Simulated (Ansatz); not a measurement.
**The perfect W wire along [100], 12 atoms a period**

Wanted: the relaxed geometry and the bands of the W wire along [100], 12 atoms a period.

Program: Ansatz 0.2.0. Level of theory: DFT PBE, plane waves, PAW; relaxation of a wire's period; PAW set soft_1, in the first sound run; inputs show where later runs differ. Results are calculated unless marked as measured.

## Step 1: Starting point

The cell holds 12 atoms: 12 W. Its edges and angles: a = 13.140 Å, b = 13.140 Å, c = 3.170 Å, α = 90.0°, β = 90.0°, γ = 90.0°. Vacuum lies along a and b. The structure's axis is c.

## Step 2: Relaxing the period

Band widths follow the bond lengths, so the wire is relaxed first. The atoms and the third cell vector are free; the box across stays fixed as vacuum. A Fermi-Dirac smearing is set since the result may be a metal. The pressure printed is a third of the stress's trace over the whole box, vacuum included; only the stress along the axis is relaxed.

Contents of input.yaml:

```yaml
crystal:
  lattice:
    - [13.14, 0.0, 0.0]
    - [0.0, 13.14, 0.0]
    - [0.0, 0.0, 3.17]
  atoms:
    - { symbol: W, position: [0.379375951, 0.258751903, 0.0] }
    - { symbol: W, position: [0.379375951, 0.5, 0.0] }
    - { symbol: W, position: [0.379375951, 0.741248097, 0.0] }
    - { symbol: W, position: [0.620624049, 0.258751903, 0.0] }
    - { symbol: W, position: [0.620624049, 0.5, 0.0] }
    - { symbol: W, position: [0.620624049, 0.741248097, 0.0] }
    - { symbol: W, position: [0.258751903, 0.379375951, 0.5] }
    - { symbol: W, position: [0.258751903, 0.620624049, 0.5] }
    - { symbol: W, position: [0.5, 0.379375951, 0.5] }
    - { symbol: W, position: [0.5, 0.620624049, 0.5] }
    - { symbol: W, position: [0.741248097, 0.379375951, 0.5] }
    - { symbol: W, position: [0.741248097, 0.620624049, 0.5] }
kpoints:
  mp_grid: { grid: [1, 1, 26] }
scf:
  occupations: { method: fermi_dirac, width: 0.05 }
hamiltonian:
  xc: pbe
  pseudopotentials: { kind: paw, azcp: { folder: soft_1 } }
relax:
  cell: { fix: [a, b, alpha, beta, gamma] }
  max_steps: 45
  f_tol: 0.03
```

Started as:

```sh
> ansatz run input.yaml --threads 4 --pin off --max-ram 16384MiB --backend cpu --events-out ev --progress --plain --runs-dir out
```

Numbers of over 12 decimals in the logs are rounded to 6 here.

Log:

```text
Engine: ansatz 0.2.0, aarch64-unknown-linux-gnu
Pseudopotentials: kind: paw
Pseudopotential: W, paw, valence charge 14, recommended cutoff 420 eV (normal), soft_1/W.paw.azcp
Functional definition: PBE
  parameter kappa = 0.804
  parameter beta = 0.066725
  exchange = pbe_x(kappa = kappa, mu = beta*pi^2/3)
  correlation = pbe_c(beta = beta)
Crystal: 12 atoms, lattice volume = 547.331 Å³
Basis set: ecut = 420 eV, 10771 PW (Γ), exchange–correlation on 180×180×48 points (8 copies of the dense FFT grid, shifted against one another)
Bands: 101, of which v1, the nominal top of the filled ones, is band 84 counted from 1 (83 counted from 0)
Symmetry: 16 space group operations
Space group: P42/mmc (ITA 131), of the structure as read, at distance tolerance 8.2e-5 Å
k-points: 14 of 26
Non-local potential: W, projectors of the file, l = 0: 3, l = 1: 2, l = 2: 2, l = 3: 1
PAW form: soft (Blöchl's): semilocal exchange-correlation on the pseudo side does not see the compensation charge
PAW one-centre angular grid: W, 590 points (default); XC on 64 Gauss nodes
Initial density: superposition of atomic densities (neutral atoms: chi_scale 0, normalization atom)
Initial wavefunctions: pseudopotential atomic-orbital guess
Functional: x = pbe(κ = 0.804, μ = 0.219515), c = pbe(β = 0.066725)
SCF iter   1: F=—  HF=-124619.926680 eV  |F-HF|=—  |Δ(HF+E_count)|=         —  Δρ=5.04e-2  dr2=9.22e1  ethr=3.10e-3  ⟨swp⟩=8.6  Hψ=6222  notcnv=0
preconditioner: auto → LDOS  [metal: Δε(μ)=0.040 eV  Ē_g=4.412 eV  σ=0.050 eV  W_gap=0.20  n_scr=94 (ndim 8)  ℏωp=13.5 eV  f_vac=0.458  D(μ)=13.75/eV (n_scr^D=78)  β→1.0]
SCF iter   2: F=—  HF=-124614.744599 eV  |F-HF|=—  |Δ(HF+E_count)|=    5.18e0  Δρ=4.42e-2  dr2=5.23e1  ethr=3.10e-3  ⟨swp⟩=5.2  Hψ=4086  notcnv=0  defer=16
SCF iter   3: F=—  HF=-124608.530588 eV  |F-HF|=—  |Δ(HF+E_count)|=    6.21e0  Δρ=1.04e-2  dr2=2.48e0  ethr=3.10e-3  ⟨swp⟩=4.1  Hψ=3709  notcnv=0  defer=8
SCF iter   4: F=—  HF=-124608.133495 eV  |F-HF|=—  |Δ(HF+E_count)|=   3.97e-1  Δρ=3.60e-3  dr2=3.62e-1  ethr=1.48e-3  ⟨swp⟩=2.1  Hψ=2220  notcnv=0  defer=19
SCF iter   5: F=—  HF=-124608.115271 eV  |F-HF|=—  |Δ(HF+E_count)|=   1.82e-2  Δρ=1.47e-3  dr2=4.43e-2  ethr=2.15e-4  ⟨swp⟩=3.3  Hψ=2268  notcnv=0  defer=19
SCF iter   6: F=—  HF=-124608.112494 eV  |F-HF|=—  |Δ(HF+E_count)|=   2.78e-3  Δρ=4.24e-4  dr2=2.16e-3  ethr=2.64e-5  ⟨swp⟩=2.0  Hψ=1953  notcnv=0  defer=19
SCF iter   7: F=—  HF=-124608.112558 eV  |F-HF|=—  |Δ(HF+E_count)|=   6.38e-5  Δρ=1.62e-4  dr2=6.96e-4  ethr=1.29e-6  ⟨swp⟩=3.9  Hψ=2950  notcnv=0  defer=19
SCF iter   8: F=—  HF=-124608.112554 eV  |F-HF|=—  |Δ(HF+E_count)|=   3.34e-6  Δρ=6.76e-5  dr2=5.24e-5  ethr=4.14e-7  ⟨swp⟩=2.0  Hψ=1884  notcnv=0  defer=19
SCF iter   9: F=—  HF=-124608.112628 eV  |F-HF|=—  |Δ(HF+E_count)|=   7.39e-5  Δρ=2.07e-5  dr2=4.44e-6  ethr=3.12e-8  ⟨swp⟩=2.4  Hψ=2186  notcnv=0  defer=19
SCF iter  10: F=—  HF=-124608.112632 eV  |F-HF|=—  |Δ(HF+E_count)|=   3.76e-6  Δρ=6.81e-6  dr2=5.84e-7  ethr=2.64e-9  ⟨swp⟩=2.6  Hψ=1974  notcnv=0  defer=19
SCF iter  11: F=-124608.112632 eV  HF=-124608.112632 eV  |F-HF|=2.53e-8  |Δ(HF+E_count)|=   1.23e-7  Δρ=2.24e-6  dr2=3.80e-8  ethr=5.95e-11  ⟨swp⟩=5.6  Hψ=5240  notcnv=0
SCF 1 converged in 11 iterations: F = -124608.112632 eV  dr2 = 3.80e-8
  greatest PAW one-centre occupation: 0.999 electrons in one spin orbital (limit 2), on the W atom at site 9 (counted from 0), in its partial waves of l = 0
relax step   1: F+E_penalty+E_count = -124608.11263229 eV  Δ(F+E_penalty+E_count) = +0.000e0 eV  max|allowed force component| = 2.757e0 eV/Å  Δτ_max = 0.0000 Å  P = -8.324 GPa  Ω = 547.331 Å³  fix = [a, b, alpha, beta, gamma]  reactions: a -7.235, b -7.235 GPa  (11 SCF iters, dr2 threshold 1.00e-7 eV, accepted)
Crystal: 12 atoms, lattice volume = 524.077 Å³
Basis set: ecut = 420 eV, 10195 PW (Γ), exchange–correlation on 180×180×48 points (8 copies of the dense FFT grid, shifted against one another)
Initial density: handed on by an earlier stage of this run
Initial wavefunctions: those handed on with the density
iter 1 solved again at ethr=2.99e-3 eV; its pass at ethr=3.10e-3 eV (dr2=5.02e0 eV) is discarded
SCF iter   1: F=—  HF=-124610.946939 eV  |F-HF|=—  |Δ(HF+E_count)|=         —  Δρ=2.13e-2  dr2=5.18e0  ethr=2.99e-3  ⟨swp⟩=1.4  Hψ=8081  notcnv=0
preconditioner: auto → LDOS  [metal: Δε(μ)=0.045 eV  Ē_g=4.454 eV  σ=0.050 eV  W_gap=0.22  n_scr=86 (ndim 8)  ℏωp=13.8 eV  f_vac=0.501  D(μ)=11.71/eV (n_scr^D=56)  β→1.0]
SCF iter   2: F=—  HF=-124610.693224 eV  |F-HF|=—  |Δ(HF+E_count)|=   2.54e-1  Δρ=1.35e-2  dr2=3.31e0  ethr=2.99e-3  ⟨swp⟩=4.7  Hψ=3220  notcnv=0
SCF iter   3: F=—  HF=-124610.134325 eV  |F-HF|=—  |Δ(HF+E_count)|=   5.59e-1  Δρ=2.71e-3  dr2=1.39e-1  ethr=1.97e-3  ⟨swp⟩=3.0  Hψ=2457  notcnv=0  defer=30
SCF iter   4: F=—  HF=-124610.123520 eV  |F-HF|=—  |Δ(HF+E_count)|=   1.08e-2  Δρ=7.98e-4  dr2=1.14e-2  ethr=8.27e-5  ⟨swp⟩=2.4  Hψ=2246  notcnv=0  defer=30
SCF iter   5: F=—  HF=-124610.126328 eV  |F-HF|=—  |Δ(HF+E_count)|=   2.81e-3  Δρ=2.84e-4  dr2=1.35e-3  ethr=6.76e-6  ⟨swp⟩=2.5  Hψ=2033  notcnv=0  defer=30
SCF iter   6: F=—  HF=-124610.126591 eV  |F-HF|=—  |Δ(HF+E_count)|=   2.63e-4  Δρ=8.40e-5  dr2=2.05e-4  ethr=8.06e-7  ⟨swp⟩=2.4  Hψ=1992  notcnv=0  defer=30
SCF iter   7: F=—  HF=-124610.126655 eV  |F-HF|=—  |Δ(HF+E_count)|=   6.45e-5  Δρ=4.03e-5  dr2=3.39e-5  ethr=1.22e-7  ⟨swp⟩=2.4  Hψ=1973  notcnv=0  defer=30
SCF iter   8: F=—  HF=-124610.126657 eV  |F-HF|=—  |Δ(HF+E_count)|=   1.44e-6  Δρ=1.25e-5  dr2=1.55e-6  ethr=2.02e-8  ⟨swp⟩=2.1  Hψ=1905  notcnv=0  defer=30
SCF iter   9: F=-124610.126657 eV  HF=-124610.126658 eV  |F-HF|=1.78e-7  |Δ(HF+E_count)|=   8.99e-7  Δρ=7.08e-6  dr2=7.13e-7  ethr=7.14e-10  ⟨swp⟩=5.3  Hψ=5009  notcnv=0
SCF 2 converged in 9 iterations: F = -124610.126657 eV  dr2 = 7.13e-7
  greatest PAW one-centre occupation: 0.999 electrons in one spin orbital (limit 2), on the W atom at site 4 (counted from 0), in its partial waves of l = 0
relax step   2: F+E_penalty+E_count = -124610.12665734 eV  Δ(F+E_penalty+E_count) = -2.014e0 eV  max|allowed force component| = 2.171e0 eV/Å  Δτ_max = 0.1950 Å  P = +5.778 GPa  Ω = 524.077 Å³  energy of the carried Pulay correction = +4.079e-3 eV  fix = [a, b, alpha, beta, gamma]  reactions: a +5.746, b +5.746 GPa  (9 SCF iters, dr2 threshold 1.20e-6 eV, accepted)
Crystal: 12 atoms, lattice volume = 519.804 Å³
Basis set: ecut = 420 eV, 10083 PW (Γ), exchange–correlation on 180×180×48 points (8 copies of the dense FFT grid, shifted against one another)
iter 1 solved again at ethr=1.60e-3 eV; its pass at ethr=3.10e-3 eV (dr2=2.68e0 eV) is discarded
[...]
SCF iter   4: F=—  HF=-124610.800800 eV  |F-HF|=—  |Δ(HF+E_count)|=   3.76e-3  Δρ=7.56e-4  dr2=7.21e-3  ethr=2.63e-5  ⟨swp⟩=2.4  Hψ=2425  notcnv=0  defer=22
SCF iter   5: F=—  HF=-124610.802660 eV  |F-HF|=—  |Δ(HF+E_count)|=   1.86e-3  Δρ=2.91e-4  dr2=1.24e-3  ethr=4.29e-6  ⟨swp⟩=2.0  Hψ=1886  notcnv=0  defer=22
SCF iter   6: F=—  HF=-124610.802919 eV  |F-HF|=—  |Δ(HF+E_count)|=   2.59e-4  Δρ=9.58e-5  dr2=6.90e-5  ethr=7.40e-7  ⟨swp⟩=2.1  Hψ=1880  notcnv=0  defer=22
SCF iter   7: F=—  HF=-124610.803043 eV  |F-HF|=—  |Δ(HF+E_count)|=   1.24e-4  Δρ=3.05e-5  dr2=9.00e-6  ethr=4.11e-8  ⟨swp⟩=3.6  Hψ=3027  notcnv=0  defer=22
SCF iter   8: F=-124610.803048 eV  HF=-124610.803048 eV  |F-HF|=2.61e-7  |Δ(HF+E_count)|=   4.89e-6  Δρ=9.01e-6  dr2=1.18e-6  ethr=7.14e-10  ⟨swp⟩=5.9  Hψ=5471  notcnv=0
SCF 3 converged in 8 iterations: F = -124610.803048 eV  dr2 = 1.18e-6
relax step   3: F+E_penalty+E_count = -124610.80304763 eV  Δ(F+E_penalty+E_count) = -6.764e-1 eV  max|allowed force component| = 7.786e-1 eV/Å  Δτ_max = 0.1246 Å  P = -1.013 GPa  Ω = 519.804 Å³  energy of the carried Pulay correction = +4.848e-3 eV  fix = [a, b, alpha, beta, gamma]  reactions: a -1.845, b -1.845 GPa  (8 SCF iters, dr2 threshold 1.20e-6 eV, accepted)
[...]
relax step   4: F+E_penalty+E_count = -124611.03696635 eV  Δ(F+E_penalty+E_count) = -2.339e-1 eV  max|allowed force component| = 3.635e-1 eV/Å  Δτ_max = 0.0453 Å  P = -0.680 GPa  Ω = 529.289 Å³  energy of the carried Pulay correction = +3.150e-3 eV  fix = [a, b, alpha, beta, gamma]  reactions: a -0.704, b -0.704 GPa  (8 SCF iters, dr2 threshold 1.20e-6 eV, accepted)
[...]
relax step   5: F+E_penalty+E_count = -124611.05461590 eV  Δ(F+E_penalty+E_count) = -1.765e-2 eV  max|allowed force component| = 2.004e-1 eV/Å  Δτ_max = 0.0253 Å  P = +0.104 GPa  Ω = 528.432 Å³  energy of the carried Pulay correction = +3.302e-3 eV  fix = [a, b, alpha, beta, gamma]  reactions: a -0.154, b -0.154 GPa  (8 SCF iters, dr2 threshold 1.20e-6 eV, accepted)
[...]
relax step   6: F+E_penalty+E_count = -124611.06707302 eV  Δ(F+E_penalty+E_count) = -1.246e-2 eV  max|allowed force component| = 1.187e-2 eV/Å  Δτ_max = 0.0150 Å  P = -0.057 GPa  Ω = 529.622 Å³  energy of the carried Pulay correction = +3.091e-3 eV  fix = [a, b, alpha, beta, gamma]  reactions: a -0.104, b -0.104 GPa  (7 SCF iters, dr2 threshold 1.20e-6 eV, accepted)
Initial wavefunctions: pseudopotential atomic-orbital guess (no wavefunctions were taken with the density)
iter 1 solved again at ethr=9.09e-7 eV; its pass at ethr=3.10e-3 eV (dr2=1.53e-3 eV) is discarded
SCF iter   1: F=—  HF=-124611.064017 eV  |F-HF|=—  |Δ(HF+E_count)|=         —  Δρ=5.68e-5  dr2=2.81e-6  ethr=9.09e-7  ⟨swp⟩=4.2  Hψ=10281  notcnv=0
eigensolver tolerance schedule: the retry pair's looser diagonalisation over-reported the residual by 543.43 of it (diagonalisation noise at 0.19 of the residual, at the tolerance the schedule requests for it); recorded, not acted on — ethr = c·dr2/N_el stays at c = 1.0e-1
preconditioner: auto → LDOS  [metal: Δε(μ)=0.028 eV  Ē_g=4.065 eV  σ=0.050 eV  W_gap=0.14  n_scr=86 (ndim 8)  ℏωp=13.7 eV  f_vac=0.486  D(μ)=16.06/eV (n_scr^D=110)  β→1.0]
SCF iter   2: F=—  HF=-124611.064086 eV  |F-HF|=—  |Δ(HF+E_count)|=   6.90e-5  Δρ=7.74e-6  dr2=4.10e-7  ethr=1.67e-9  ⟨swp⟩=3.0  Hψ=3489  notcnv=0
SCF iter   3: F=—  HF=-124611.064086 eV  |F-HF|=—  |Δ(HF+E_count)|=   2.11e-8  Δρ=4.10e-6  dr2=2.91e-7  ethr=2.44e-10  ⟨swp⟩=2.0  Hψ=2435  notcnv=0
SCF iter   4: F=—  HF=-124611.064086 eV  |F-HF|=—  |Δ(HF+E_count)|=   3.16e-8  Δρ=1.67e-6  dr2=4.14e-8  ethr=1.74e-10  ⟨swp⟩=2.0  Hψ=1944  notcnv=0
SCF iter   5: F=—  HF=-124611.064086 eV  |F-HF|=—  |Δ(HF+E_count)|=  9.75e-10  Δρ=9.11e-7  dr2=1.79e-8  ethr=2.46e-11  ⟨swp⟩=2.0  Hψ=2001  notcnv=0
SCF iter   6: F=—  HF=-124611.064086 eV  |F-HF|=—  |Δ(HF+E_count)|=  1.31e-10  Δρ=2.88e-7  dr2=2.33e-9  ethr=1.06e-11  ⟨swp⟩=2.1  Hψ=1960  notcnv=0
SCF iter   7: F=-124611.064086 eV  HF=-124611.064086 eV  |F-HF|=5.82e-11  |Δ(HF+E_count)|=  2.33e-10  Δρ=9.09e-8  dr2=9.33e-11  ethr=1.00e-12  ⟨swp⟩=3.6  Hψ=6288  notcnv=0
SCF 7 converged in 7 iterations: F = -124611.064086 eV  dr2 = 9.33e-11
relax step   7: F+E_penalty+E_count = -124611.06408586 eV  Δ(F+E_penalty+E_count) = +2.987e-3 eV  max|allowed force component| = 1.214e-2 eV/Å  Δτ_max = 0.0000 Å  P = -0.058 GPa  Ω = 529.622 Å³  fix = [a, b, alpha, beta, gamma]  reactions: a -0.103, b -0.103 GPa  stress off target by 3.30e-2 GPa on what of the cell is left free  SCF on the basis re-selected at this cell (its energy is not comparable with the rows above)  (7 SCF iters)
basis re-selected at this cell: Δ(F+E_penalty+E_count) = +2.987e-3 eV, ΔP = -0.001 GPa vs the last step (what re-selecting the basis moved, of the pressure what is left beyond the Pulay correction that the steps carried, after the strain that the cell walked since its last selection, with what the two solves' SCF thresholds leave and, on support functions, any second-order correction that the steps lacked; it is no m [...]
SCF converged after 7 iterations
Free energy (F): -124611.064086 eV
Harris-Foulkes:  -124611.064086 eV  (|F-HF|=5.82e-11)
Internal energy: -124610.936825 eV  (E = F + TS)
E sigma→0 (E₀):  -124611.000456 eV
Entropy (-TS):   -0.127261 eV (-10.605 meV/atom)
Fermi energy:    5.661415 eV
--- Per-component energies (eV) ---
  E_band       = -3777.869940
  E_kinetic    = 5057.517622
  E_local      = -66184.538682  (includes V_loc(G=0)·N_el)
  E_nonlocal   = -292.933954
  E_hartree    = 31174.585283
  E_xc         = -3195.320980
  E_vxc        = -2752.715968  (∫ρ·V_xc dr)
  E_paw        = -102937.088681  (= ΣΔE_a)
  E_vpaw       = -1954.371840  (= ΣTr[D̂ρ^β])
  E_aug_tail   = 0.001780  (compensation charges beyond the density's cutoff)
  E_ewald      = 11766.840787
  E_smearing   = -0.127261  (= −TS)
  E_closure    = 0.000000  (closes the sum)
  Σ components = -124611.064086   (vs F -124611.064086, Δ=0.00e0)
--- Forces (eV/Å), atoms counted from 1 ---
  atom   1  W     -0.00574920     0.00445727     0.00000000
  atom   2  W     -0.01213544     0.00000000     0.00000000
  atom   3  W     -0.00574920    -0.00445727     0.00000000
  atom   4  W      0.00574920     0.00445727     0.00000000
  atom   5  W      0.01213544     0.00000000     0.00000000
  atom   6  W      0.00574920    -0.00445727     0.00000000
  atom   7  W      0.00445727    -0.00574920     0.00000000
  atom   8  W      0.00445727     0.00574920     0.00000000
  atom   9  W      0.00000000    -0.01213544     0.00000000
  atom  10  W      0.00000000     0.01213544     0.00000000
  atom  11  W     -0.00445727    -0.00574920     0.00000000
  atom  12  W     -0.00445727     0.00574920     0.00000000
  max |Σ_I F_I| component: 8.67e-19 eV/Å
--- Stress (GPa, compression-positive) ---
       -0.103200       0.000000       0.000000
        0.000000      -0.103200       0.000000
        0.000000       0.000000       0.033002
  P = ⅓ Tr σ = -0.0578 GPa (-0.578 kbar)
--- Relaxed structure (6 steps of the walk, 6 accepted, 1 SCFs on fresh bases) ---
  F+E_penalty+E_count = -124611.06408586 eV   max|allowed force component| = 1.214e-2 eV/Å   (the final SCF, on the basis selected at the relaxed cell)
  cell:  # Å, volume = 529.6217 Å³
    - [13.14, 0.0, 0.0]
    - [0.0, 13.14, 0.0]
    - [0.0, 0.0, 3.067432]
  atoms:
    - { symbol: W, position: [0.371762, 0.267679, 0.0] }
    - { symbol: W, position: [0.376655, 0.5, 0.0] }
    - { symbol: W, position: [0.371762, 0.732321, 0.0] }
    - { symbol: W, position: [0.628238, 0.267679, 0.0] }
    - { symbol: W, position: [0.623345, 0.5, 0.0] }
    - { symbol: W, position: [0.628238, 0.732321, 0.0] }
    - { symbol: W, position: [0.267679, 0.371762, 0.5] }
    - { symbol: W, position: [0.267679, 0.628238, 0.5] }
    - { symbol: W, position: [0.5, 0.376655, 0.5] }
    - { symbol: W, position: [0.5, 0.623345, 0.5] }
    - { symbol: W, position: [0.732321, 0.371762, 0.5] }
    - { symbol: W, position: [0.732321, 0.628238, 0.5] }
```

Wall time 1.9 min (4 threads of Arm Neoverse V2, shared host); peak memory 1.7 GiB.

(Continued in part 2 of 2.)

[Logs are printed without paths, hosts, clocks, repeated set-up lines and the standing remarks that a program may print on its own settings, such as how far it seeks lower states.]

[Hosts, paths, dates, database ids (printed as entryN), source tags and the programs' standing remarks are cut or masked in the printed files.]
